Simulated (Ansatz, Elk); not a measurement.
# How far do independent atoms describe TaIn?, part 2 of 2

The structure of TaIn used here is made up (a known structure type with other elements) and was relaxed beforehand with r2SCAN. The aim is the Fourier transform of its all-electron density, F(hkl), set beside the sum over free spherical atoms that refinements use.

Elk 11.2.3 (patched build); all-electron DFT.

So far: Starting point; Ground state and structure factors; The highest occupied states alone.

The structure was built from a prototype and need not be the compound's stable phase.

**4. Another functional**

Level of this step: DFT, LDA (Perdew-Wang), all-electron APW+lo, Dirac cores, scalar-relativistic bands, static density, no spin (Elk).

The difference from free atoms is small, so it is set against the change that LDA (Perdew-Wang) makes.

Input file elk.in:

```
tasks
  0
  195

xctype
  3

spinpol
  .false.

rgkmax
  7.0

gmaxvr
  14.0

lmaxo
  7

lmaxapw
  8

swidth
  0.002

tshift
  .false.

ramdisk
  .false.

hmaxvr
  5.5

maxscl
  120

epspot
  1e-06

sppath
  './'

avec
  2.87539046312 1.66010745744 9.30226284003
  -2.87539046312 1.66010745744 9.30226284003
  0.00000000000 -3.32021491628 9.30226283978

atoms
  2
  'Ta.in'
  1
  0.5000000000 0.5000000000 0.5000000000   0.000000 0.000000 0.000000
  'In.in'
  1
  -0.0000000000 0.0000000000 -0.0000000000   0.000000 0.000000 0.000000

ngridk
  9 9 9
```

On the command line:

```
$ OMP_NUM_THREADS=4 elk
```

Numbers of over 12 decimals in the logs are rounded to 6 here.

Output:

```text
┌─────────────────────────┐
│ Elk code version 11.2.3 │
└─────────────────────────┘

All units are atomic (Hartree, Bohr, etc.)

┌─────────────────────────────────────────────────┐
│ Ground-state run starting from atomic densities │
└─────────────────────────────────────────────────┘

Lattice vectors :
   2.875390463       1.660107457       9.302262840
  -2.875390463       1.660107457       9.302262840
   0.000000000      -3.320214916       9.302262840

Reciprocal lattice vectors :
   1.092579493      0.6308010642      0.2251489921
[...]
interstitial                :    2.802349018
 muffin-tins (core leakage)
  species : 1 (Ta)
   atom 1                    :    71.59682763     ( -0.4902414609E-05)
  species : 2 (In)
   atom 1                    :    47.60082335     (  0.1290956884E-03)
 total in muffin-tins        :    119.1976510
 total calculated charge     :    121.9989538
 total charge                :    122.0000000
 error                       :   0.1046242262E-02

┌──────────────────────────────┐
│ Self-consistent loop stopped │
└──────────────────────────────┘

Warning : core states of species 2 leak from the muffin-tin :   0.1290956884E-03

Wrote STATE.OUT
[key lines of the parts left out:]
total energy                :     -21494.967276914
```

The job ended after 25 s (4 threads of Arm Neoverse N1, shared host; peak memory 0.16 GiB).

Against the first run R = 0.02 %; the largest change is -0.039 at 110.

**5. A coarser k-mesh**

About half the k-points along each axis test the sampling.

elk.in: that of step 4 with these lines changed.

```diff
@@ -5,3 +5,3 @@
 xctype
-  3
+  20
 
@@ -58,2 +58,2 @@
 ngridk
-  9 9 9
+  4 4 4
```

On the command line:

```
$ OMP_NUM_THREADS=4 elk
```

Output:

```text
┌─────────────────────────┐
│ Elk code version 11.2.3 │
└─────────────────────────┘

All units are atomic (Hartree, Bohr, etc.)

┌─────────────────────────────────────────────────┐
│ Ground-state run starting from atomic densities │
└─────────────────────────────────────────────────┘

Lattice vectors :
   2.875390463       1.660107457       9.302262840
  -2.875390463       1.660107457       9.302262840
   0.000000000      -3.320214916       9.302262840

Reciprocal lattice vectors :
   1.092579493      0.6308010642      0.2251489921
[...]
interstitial                :    2.835763789
 muffin-tins (core leakage)
  species : 1 (Ta)
   atom 1                    :    71.59334901     ( -0.1514399699E-06)
  species : 2 (In)
   atom 1                    :    47.57088720     (  0.1309705624E-03)
 total in muffin-tins        :    119.1642362
 total calculated charge     :    121.9990494
 total charge                :    122.0000000
 error                       :   0.9505733253E-03

┌──────────────────────────────┐
│ Self-consistent loop stopped │
└──────────────────────────────┘

Warning : core states of species 2 leak from the muffin-tin :   0.1309705624E-03

Wrote STATE.OUT
[key lines of the parts left out:]
total energy                :     -21509.338171015
```

Run time: 17 s. Hardware: 4 threads; peak memory 0.16 GiB; 37 s of CPU time.

Against the first run R = 0.01 %; the largest change is +0.023 at 104.

**6. Basis size**

The basis and the expansions that go with it are enlarged, to see whether the differences are converged.

elk.in: that of step 5 with these lines changed.

```diff
@@ -11,12 +11,12 @@
 rgkmax
-  7.0
+  8.5
 
 gmaxvr
-  14.0
+  18.0
 
 lmaxo
-  7
+  9
 
 lmaxapw
-  8
+  10
 
@@ -58,2 +58,2 @@
 ngridk
-  4 4 4
+  9 9 9
```

On the command line:

```
$ OMP_NUM_THREADS=4 elk
```

Output:

```text
┌─────────────────────────┐
│ Elk code version 11.2.3 │
└─────────────────────────┘

All units are atomic (Hartree, Bohr, etc.)

┌─────────────────────────────────────────────────┐
│ Ground-state run starting from atomic densities │
└─────────────────────────────────────────────────┘

Lattice vectors :
   2.875390463       1.660107457       9.302262840
  -2.875390463       1.660107457       9.302262840
   0.000000000      -3.320214916       9.302262840

Reciprocal lattice vectors :
   1.092579493      0.6308010642      0.2251489921
[...]
interstitial                :    2.825117944
 muffin-tins (core leakage)
  species : 1 (Ta)
   atom 1                    :    71.58696082     ( -0.1518608315E-06)
  species : 2 (In)
   atom 1                    :    47.58792123     (  0.1309081004E-03)
 total in muffin-tins        :    119.1748821
 total calculated charge     :    121.9998097
 total charge                :    122.0000000
 error                       :   0.1902731337E-03

┌──────────────────────────────┐
│ Self-consistent loop stopped │
└──────────────────────────────┘

Warning : core states of species 2 leak from the muffin-tin :   0.1309081004E-03

Wrote STATE.OUT
[key lines of the parts left out:]
total energy                :     -21509.358377645
```

It took 78 s on 4 threads; peak memory 0.23 GiB.

Against the first run R = 0.00 %; the largest change is -0.011 at 116.

**7. Settings against the effect**

| run | R against the first run (%) | R against neutral atoms, low angle (%) | wall time |
| --- | --- | --- | --- |
| PBE, rgkmax 7 | 0.00 | 0.39 | 37 s |
| LDA (Perdew-Wang) | 0.02 | 0.38 | 25 s |
| k-mesh 4×4×4 | 0.01 | 0.38 | 17 s |
| rgkmax 8.5 with larger expansions | 0.00 | 0.39 | 78 s |

**8. Outcome**

```yaml
r_against_neutral_atoms_sin_theta_lambda_0p3_a_minus1: 0.39 %
r_against_neutral_atoms_0p3_to_0p82_a_minus1: 0.19 %
```

Independent neutral atoms miss the calculated amplitudes by R = 0.39 % below 0.3 Å⁻¹ and 0.19 % from there to 0.82 Å⁻¹; by shells, 0.40 % below 0.15 Å⁻¹ (1 form), 0.39 % 0.15 to 0.3 (5 forms), 0.11 % 0.3 to 0.45 (15 forms), 0.21 % above 0.45 (69 forms). Bonding, aspherical density and the tables' own atoms all enter these figures, and the runs don't part them. The largest change of an amplitude is -0.39 electrons, at 104. The window's part falls from 18.0 electrons at the origin to at most 0.69 between 0.45 and 0.82 Å⁻¹. The window holds more than the 8 outer electrons of the free atoms, so shallow core shells lie inside it. Below 0.3 Å⁻¹ the changes that finished (LDA (Perdew-Wang), k-mesh 4×4×4 and rgkmax 8.5 with larger expansions) move F by R = 0.02 % at most, against the 0.39 % that separates it from free atoms. Spin-orbit coupling is left out, which can matter for elements this heavy. Part of the difference isn't bonding: the tables are fits to free atoms and ions calculated by other methods than this functional. Thermal motion, anomalous dispersion and extinction are left out.

[Logs are printed without paths, hosts, clocks, repeated set-up lines and the standing remarks that a program may print on its own settings, such as how far it seeks lower states.]

[Hosts, paths, dates, database ids (printed as entryN), source tags and the programs' standing remarks are cut or masked in the printed files.]
